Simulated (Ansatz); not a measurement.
# SrLiH3 (Pm-3m): a soft mode frozen in, part 3 of 3

Aim: this structure of SrLiH3 (Pm-3m) is to be tested for unstable modes, and one is followed downhill.

Ansatz 0.2.0; DFT PBEsol, scalar-relativistic, plane waves, PAW.

So far. Step 5 (Energy along the mode, all amplitudes (two of the runs …): The energy still falls at the last step, so the rise lies beyond the steps tried. Step 7 (The new phase in its own primitive cell): The largest force component left is 0.55 meV/Å and the pressure is 0.000 GPa, within the tolerances set. The cell now holds 17.33 Å³/atom. The relaxed cell has a = 6.252, c = 4.434 Å (conventional setting).

### Step 8. Modes of the new phase, k-mesh 4×4×6

A relaxed structure may still be a saddle point, so its zone-centre modes are computed. The response to a homogeneous field gives the Born charges and the dielectric tensor.

input.yaml reads:

```yaml
crystal:
  lattice:
    - [6.2520537932, 0.0, 0.0]
    - [0.0, 6.2520537932, 0.0]
    - [0.0, 0.0, 4.4344759261]
  atoms:
    - { symbol: Li, position: [0.5, 0.0, 0.0] }
    - { symbol: Li, position: [0.0, 0.5, 0.0] }
    - { symbol: Sr, position: [0.0, 0.0, 0.5] }
    - { symbol: Sr, position: [0.5, 0.5, 0.5] }
    - { symbol: H, position: [0.0, 0.0, 0.0] }
    - { symbol: H, position: [0.5, 0.5, 0.0] }
    - { symbol: H, position: [0.3553922829, 0.1446077171, 0.5] }
    - { symbol: H, position: [0.6446077171, 0.8553922829, 0.5] }
    - { symbol: H, position: [0.1446077171, 0.6446077171, 0.5] }
    - { symbol: H, position: [0.8553922829, 0.3553922829, 0.5] }
kpoints:
  mp_grid: { grid: [4, 4, 6] }
hamiltonian:
  xc: pbesol
scf:
  occupations: { method: fixed }
output:
  eigenvalues: true
phonons:
  method: dfpt
  dielectric: true
  rigid_motions: translations
```

Started as:

```bash
ansatz run input.yaml --threads 4 --pin off --max-ram 7168MiB --backend cpu --events-out ev --progress --plain --runs-dir out
```

The log of the run:

```text
[...]
Crystal: 10 atoms, lattice volume = 173.336 Å³
Basis set: ecut = 420 eV, 3435 PW (Γ), exchange–correlation on 96×96×60 points (8 copies of the dense FFT grid, shifted against one another)
Bands: 26, of which v1, the nominal top of the filled ones, is band 16 counted from 1 (15 counted from 0)
Symmetry: 16 space group operations
k-points: 52 of 96 (irreducible under 1 space group operation, time reversal used)
[...]
SCF iter   1: F=—  HF=-7485.614854 eV  |F-HF|=—  |Δ(HF+E_count)|=         —  Δρ=5.35e-3  dr2=3.96e-2  ethr=1.77e-3  ⟨swp⟩=5.3  Hψ=6054  notcnv=0  defer=282
[...]
SCF iter   8: F=-7485.602837 eV  HF=-7485.602837 eV  |F-HF|=3.64e-12  |Δ(HF+E_count)|=  2.49e-10  Δρ=1.71e-7  dr2=4.58e-11  ethr=1.00e-12  ⟨swp⟩=18.0  Hψ=11599  notcnv=0
SCF 1 converged in 8 iterations: F = -7485.602837 eV  dr2 = 4.58e-11
[...]
DFPT response loops at Γ: preconditioner auto → Resta (q_TF=auto, 2.059 Å⁻¹)  ε∞=7.3 (no band partly filled); β = 1.00, the filter's whole step (`scf.mixing.beta` (0.50) is not read by the response loops at its default; to damp them type it under 1.00, their step now; it binds the ground state too); Broyden in place of MSR1
── the response to a field inside a basis, on 4×4×6 k-points: an SCF that follows is theirs, and a resumed run solves both again ──
Bands: 17, of which v1, the nominal top of the filled ones, is band 16 counted from 1 (15 counted from 0)
k-points: 9 of 96
[...]
Eigensolver: Dense (9 Hₖ)
SCF iter   1: F=—  HF=-7485.599016 eV  |F-HF|=—  |Δ(HF+E_count)|=         —  Δρ=1.60e-4  dr2=1.36e-5  ethr=1.00e-1
[...]
SCF iter   4: F=-7485.599025 eV  HF=-7485.599025 eV  |F-HF|=3.61e-10  |Δ(HF+E_count)|=   8.41e-8  Δρ=1.29e-6  dr2=7.25e-9  ethr=5.37e-10
SCF 1 converged in 4 iterations: F = -7485.599025 eV  dr2 = 7.25e-9
[...]
SCF converged after 8 iterations
Free energy (F): -7485.602837 eV
[...]
Internal energy: -7485.602837 eV  (E = F + TS)
E sigma→0 (E₀):  -7485.602837 eV
Fermi energy:    1.745286 eV
[...]
--- Band table (eV; the first three rows and the last of 52) ---
  k-point 0: bands = [... 12 lower, -0.4790, -0.0768, 1.1794, 1.1794, 4.1646, 5.5471, 5.5471, 6.6086, ... 6 higher]
  k-point 1: bands = [... 12 lower, -0.1237, 0.0328, 1.2816, 1.2816, 4.2772, 4.9126, 4.9126, 5.8067, ... 6 higher]
  k-point 2: bands = [... 12 lower, 0.2155, 0.7192, 1.5485, 1.5485, 3.9395, 3.9395, 4.5522, 5.3124, ... 6 higher]
  k-point 51: bands = [... 12 lower, 0.4037, 0.4037, 0.7570, 0.7570, 2.8688, 2.8688, 5.9955, 5.9955, ... 6 higher]
--- Phonons (Γ-DFPT): 8 representative perturbations + reference, on 52 of 96 k-points (Σ response iterations 25) ---
  k mesh reduced under 1 symmetry operation, with k and −k counted as one. Each operation leaves every solved perturbation unchanged. A smaller set is not considered because the run solves the response to a homogeneous field
  ASR residual: 2.258e-4 → 0.000e0 eV/Å²; symmetrization residual: 6.515e-7 eV/Å²
  ASR residual per site (eV/Å²): 7.78e-5 7.78e-5 2.26e-4 2.26e-4 5.61e-6 5.61e-6 2.56e-5 2.56e-5 2.56e-5 2.56e-5
  Γ frequencies (cm⁻¹): -502.72 -502.72 -474.70 -469.93 -469.93 -451.48 -418.06 -418.06 0.00 0.00 0.00 44.11 44.11 72.63 181.54 190.22 190.22 275.77 275.77 295.84 417.29 417.29 759.95 835.86 1012.53 1032.56 1032.56 1101.84 1460.14 1461.39
  ε∞ (high-frequency dielectric tensor):
        3.841094     0.000000     0.000000
        0.000000     3.841094    -0.000000
        0.000000    -0.000000     4.012590
  softest optical mode at Γ: -502.72 cm⁻¹; the repairs (sum rule, projections) moved no ω² at Γ by more than (3.54 cm⁻¹)²
  Born effective charges Z* (e; rows j = field, columns β = displacement):
    site 0:
         1.18049   -0.02954   -0.00000
        -0.02954    1.18049   -0.00000
        -0.00000   -0.00000    1.53448
    site 1:
         1.18049    0.02954   -0.00000
         0.02954    1.18049   -0.00000
        -0.00000   -0.00000    1.53448
    site 2:
         1.92680    0.00711   -0.00000
        -0.00711    1.92680    0.00000
        -0.00000    0.00000    1.53141
    site 3:
         1.92680   -0.00711    0.00000
         0.00711    1.92680    0.00000
         0.00000    0.00000    1.53141
    site 4:
        -1.08515   -0.01850    0.00000
         0.01850   -1.08515   -0.00000
         0.00000   -0.00000   -0.93408
    site 5:
        -1.08515    0.01850    0.00000
        -0.01850   -1.08515   -0.00000
         0.00000   -0.00000   -0.93408
    site 6:
        -1.01107   -0.02396    0.00000
        -0.02396   -1.01107   -0.00000
         0.00000   -0.00000   -1.06590
    site 7:
        -1.01107   -0.02396    0.00000
        -0.02396   -1.01107   -0.00000
         0.00000   -0.00000   -1.06590
    site 8:
        -1.01107    0.02396    0.00000
         0.02396   -1.01107   -0.00000
         0.00000   -0.00000   -1.06590
    site 9:
        -1.01107    0.02396    0.00000
         0.02396   -1.01107   -0.00000
         0.00000   -0.00000   -1.06590
  Z* charge neutrality: 2.680e-3 e pre-enforcement
  solved inside a basis spanned on kpoints, on 4×4×6 k-points, its susceptibility summed on 6×6×10: ε∞ is read to err by 1.6e-2, Z* by 1.5e-2 e (field_mesh: kpoints solves on kpoints); Z* is corrected for what the basis lacks
  optical modes at Γ without the LO–TO term, one row a degenerate level:
      ω (cm⁻¹)  modes    IR ((D/Å)²/amu)
       -502.72      2           131.8536
       -474.70      1             0.0000
       -469.93      2             0.0000
       -451.48      1           107.1483
       -418.06      2             1.8318
         44.11      2             7.8018
         72.63      1             0.0000
[...]
optical modes at Γ + LO–TO along q̂ = [1.0000, 0.0000, 0.0000]:
      ω (cm⁻¹)  modes    IR ((D/Å)²/amu)
[...]
optical modes at Γ + LO–TO along q̂ = [0.0000, 1.0000, 0.0000]:
      ω (cm⁻¹)  modes    IR ((D/Å)²/amu)
[...]
optical modes at Γ + LO–TO along q̂ = [0.0000, 0.0000, 1.0000]:
      ω (cm⁻¹)  modes    IR ((D/Å)²/amu)
[...]
181.54      1             0.0000
        190.22      2             6.1076
        275.77      2            35.6398
        417.29      2            54.3709
        487.05      1            84.9695
        759.95      1             0.0000
        835.86      1             0.0000
       1012.53      1             0.0000
       1032.56      2            79.9660
       1101.84      1             0.0000
       1460.14      1             0.0000
       1508.07      1            52.9040
```

The job ended after 88 s (4 threads of AMD EPYC 9R45, shared host; peak memory 1.2 GiB; 2 min of CPU time).

Numbers from this step:

| Item | Value |
| --- | --- |
| sum-rule residual before enforcement | 2.26e-4 eV/Å² |
| miss of the charge sum rule | 0.002680 e |
| estimated error of the dielectric tensor | 0.01561 |
| estimated error of the Born charges | 0.01459 e |
| point group | 4/mmm |
| highest optical mode at the zone centre (no LO-TO term) | 1461 cm⁻¹ |
| lowest optical zone-centre mode | -502.7 cm⁻¹ |
| mean high-frequency dielectric constant | 3.898 |
| largest Born charge (third of the trace) | 1.795 e |
| top of the zone-centre spectrum with the field | 1508 cm⁻¹ |

Without the LO-TO term. Patterns of degenerate modes are one choice out of their space. The modes at Γ (shares of kinetic energy by element, %) (negative means imaginary):

| mode | frequency (cm⁻¹) | symmetry | Li % | Sr % | H % |
| --- | --- | --- | --- | --- | --- |
| 1 | -502.7 | Eu | 9 | 0 | 91 |
| 2 | -502.7 | Eu | 9 | 0 | 91 |
| 3 | -474.7 | B1u | 28 | 0 | 72 |
| 4 | -469.9 | Eg | 0 | 0 | 100 |
| 5 | -469.9 | Eg | 0 | 0 | 100 |
| 6 | -451.5 | A2u | 42 | 0 | 58 |
| 7 | -418.1 | Eu | 32 | 0 | 68 |
| 8 | -418.1 | Eu | 32 | 0 | 68 |
| 9 | 0.0 | acoustic | 7 | 90 | 3 |
| 10 | 0.0 | acoustic | 7 | 90 | 3 |
| 11 | 0.0 | acoustic | 7 | 90 | 3 |
| 12 | 44.1 | Eu | 14 | 75 | 11 |
| 13 | 44.1 | Eu | 14 | 75 | 11 |
| 14 | 72.6 | A1u | 0 | 99 | 1 |
| 15 | 181.5 | B1u | 72 | 0 | 28 |
| 16 | 190.2 | Eu | 74 | 15 | 12 |
| 17 | 190.2 | Eu | 74 | 15 | 12 |
| 18 | 275.8 | Eu | 36 | 18 | 45 |
| 19 | 275.8 | Eu | 36 | 18 | 45 |
| 20 | 295.8 | A2u | 51 | 9 | 40 |
| 21 | 417.3 | Eu | 27 | 1 | 72 |
| 22 | 417.3 | Eu | 27 | 1 | 72 |
| 23 | 760.0 | A1g | 0 | 0 | 100 |
| 24 | 835.9 | B2g | 0 | 0 | 100 |
| 25 | 1012.5 | B1g | 0 | 0 | 100 |
| 26 | 1032.6 | Eu | 0 | 1 | 99 |
| 27 | 1032.6 | Eu | 0 | 1 | 99 |
| 28 | 1101.8 | A2g | 0 | 0 | 100 |
| 29 | 1460.1 | A1u | 0 | 1 | 99 |
| 30 | 1461.4 | A2u | 0 | 1 | 99 |

Displacements in mode 2 (-502.7 cm⁻¹), the largest set to 1:
```
Li1  0.00 -0.12  0.00
Li2 -0.03 -0.12  0.00
Sr3  0.00  0.00  0.00
Sr4  0.00  0.00  0.00
H5   0.13  1.00  0.00
H6   0.11  1.00  0.00
H7   0.02  0.02  0.00
H8   0.02  0.02  0.00
H9  -0.02  0.01  0.00
H10 -0.02  0.01  0.00
```

Displacements in mode 13 (44.1 cm⁻¹), the largest set to 1:
```
Li1  0.08  0.52  0.00
Li2  0.49 -0.71  0.00
Sr3 -0.16 -0.44  0.00
Sr4  0.14  0.44  0.00
H5  -0.05 -0.70  0.00
H6   0.39  0.58  0.00
H7  -0.91  1.00  0.00
H8  -0.91  1.00  0.00
H9  -0.38 -0.56  0.00
H10 -0.38 -0.56  0.00
```

Optical modes at the zone centre, without and with the macroscopic field of the longitudinal modes; each column is sorted by frequency, so a row need not hold one and the same mode. Modes with and without the field, by row:

| rank among optical modes | no field (cm⁻¹) | q along (1, 0, 0) (cm⁻¹) | q along (0, 0, 1) (cm⁻¹) |
| --- | --- | --- | --- |
| 1 | -502.7 | -502.7 | -502.7 |
| 2 | -502.7 | -474.7 | -502.7 |
| 3 | -474.7 | -469.9 | -474.7 |
| 4 | -469.9 | -469.9 | -469.9 |
| 5 | -469.9 | -451.5 | -469.9 |
| 6 | -451.5 | -421.2 | -418.1 |
| 7 | -418.1 | -418.1 | -418.1 |
| 8 | -418.1 | -363.3 | 32.8 |
| 9 | 44.1 | 44.1 | 44.1 |
| 10 | 44.1 | 72.6 | 44.1 |
| 11 | 72.6 | 90.3 | 72.6 |
| 12 | 181.5 | 181.5 | 181.5 |
| 13 | 190.2 | 190.2 | 190.2 |
| 14 | 190.2 | 201 | 190.2 |
| 15 | 275.8 | 275.8 | 275.8 |
| 16 | 275.8 | 295.8 | 275.8 |
| 17 | 295.8 | 332.3 | 417.3 |
| 18 | 417.3 | 417.3 | 417.3 |
| 19 | 417.3 | 582.4 | 487.1 |
| 20 | 760 | 760 | 760 |
| 21 | 835.9 | 835.9 | 835.9 |
| 22 | 1012 | 1012 | 1012 |
| 23 | 1033 | 1033 | 1033 |
| 24 | 1033 | 1102 | 1033 |
| 25 | 1102 | 1117 | 1102 |
| 26 | 1460 | 1460 | 1460 |
| 27 | 1461 | 1461 | 1508 |

Born charge (rows field, columns displacement) (e), principal values of the symmetric part by kind of site:

| atom | atoms with these values | low | middle | high | mean |
| --- | --- | --- | --- | --- | --- |
| Li1 | 2 | 1.15 | 1.21 | 1.53 | 1.30 |
| Sr3 | 2 | 1.53 | 1.93 | 1.93 | 1.79 |
| H5 | 2 | -1.09 | -1.09 | -0.93 | -1.03 |
| H7 | 4 | -1.07 | -1.04 | -0.99 | -1.03 |

In full for Sr3:

```
 1.93  0.01  0.00
-0.01  1.93  0.00
 0.00  0.00  1.53
```

High-frequency dielectric tensor:

```
3.84 0.00 0.00
0.00 3.84 0.00
0.00 0.00 4.01
```

Transverse modes; imaginary modes are left out. Lines of the infrared spectrum (strongest = 100):

| position (cm⁻¹) | relative intensity |
| --- | --- |
| 44 | 10 |
| 73 | 0.0 |
| 182 | 0.0 |
| 190 | 7.6 |
| 276 | 45 |
| 296 | 19 |
| 417 | 68 |
| 760 | 0.0 |
| 836 | 0.0 |
| 1012 | 0.0 |
| 1033 | 100 |
| 1102 | 0.0 |
| 1460 | 0.0 |
| 1461 | 48 |

Before it was imposed, the acoustic sum rule was missed by 2.3e-4 eV/Å² and the charge sum rule by 0.0027 e. Small misses are needed for a sound result but don't prove that mesh and cutoff are converged. The lowest optical mode is imaginary, 502.7i cm⁻¹, so the energy falls along it.

### Step 9. The phases reached

The phases reached along the modes that were followed are set side by side.

Energies are those of the first relaxation, on the mesh of the frozen mode; space group, volume and gap are those of the last relaxation. Phases, by row:

| mode frozen in | space group | energy from parent (meV/atom) | volume (Å³/atom) | gap on mesh (eV) | lowest zone-centre optical mode (cm⁻¹) | largest shift (Å) |
| --- | --- | --- | --- | --- | --- | --- |
| parent | Pm-3m | 0 | 19.37 | 1.664 | – | – |
| q = (-0.5, -0.5, -0.5), 560i cm⁻¹ | I4/mcm | -99.1 | 17.32 | 1.211 | -649.3 | 0.935 |
| q = (-0.5, -0.5, -0.5), 560i cm⁻¹ | R-3c | -311.8 | 15.94 | 1.984 | -267.7 | 1.063 |
| q = (-0.5, -0.5, -0.5), 560i cm⁻¹ | Imma | -264.2 | 15.16 | 1.563 | -254.1 | 1.474 |
| q = (0, -0.5, -0.5), 553i cm⁻¹ | P4/mbm | -97.09 | 17.33 | 1.123 | -502.7 | 0.931 |

### Step 10. Results

| Item | Value |
| --- | --- |
| unstable mode of the parent | q = (0, -0.5, -0.5), 553i cm⁻¹ |
| depth at the lowest point sampled | 58.5 meV/atom |
| largest atomic shift at that point | 0.6 Å |
| space group reached | P4/mbm |
| energy gained over the parent (first relaxation, on the mesh of the frozen mode) | 97.1 meV/atom |
| volume per atom, phase reached | 17.3 Å³ |
| gap on the k-mesh, phase reached | 1.12 eV |
| lowest optical zone-centre mode, phase reached | -503 cm⁻¹ |
| highest optical mode at the zone centre (no LO-TO term), phase reached | 1461 cm⁻¹ |

What this shows: Along this mode the structure falls into P4/mbm, 97.1 meV/atom below the parent. At the parent's cell the well is 58.53 meV/atom deep on the steps tried, with its lowest point at a shift of 0.6 Å. That is the last step tried, so the steps alone don't bracket the bottom of the well. Relaxing atoms and cell changes the gain by +38.56 meV/atom against the lowest step (energies at zero smearing). The new phase still has an imaginary mode at the zone centre of its cell, so it is a saddle point on the way to a lower structure. Of the 4 patterns followed from this parent, this one ends 215 meV/atom above the lowest, R-3c. Each path keeps the symmetry of its pattern, so a lower phase may lie along a pattern not tried. The volume moved by more than a tenth on the k mesh of the start, so the energy gain is rough.

[Long decimals in the printed logs are rounded to 6 places.]

[Logs are printed without paths, hosts, clocks, repeated set-up lines and the standing remarks that a program may print on its own settings, such as how far it seeks lower states.]

[Hosts, paths, dates, database ids (printed as entryN), source tags and the programs' standing remarks are cut or masked in the printed files.]

[Where the starting crystal was built by hand or by swapping elements, it need not be the compound's stable phase.]
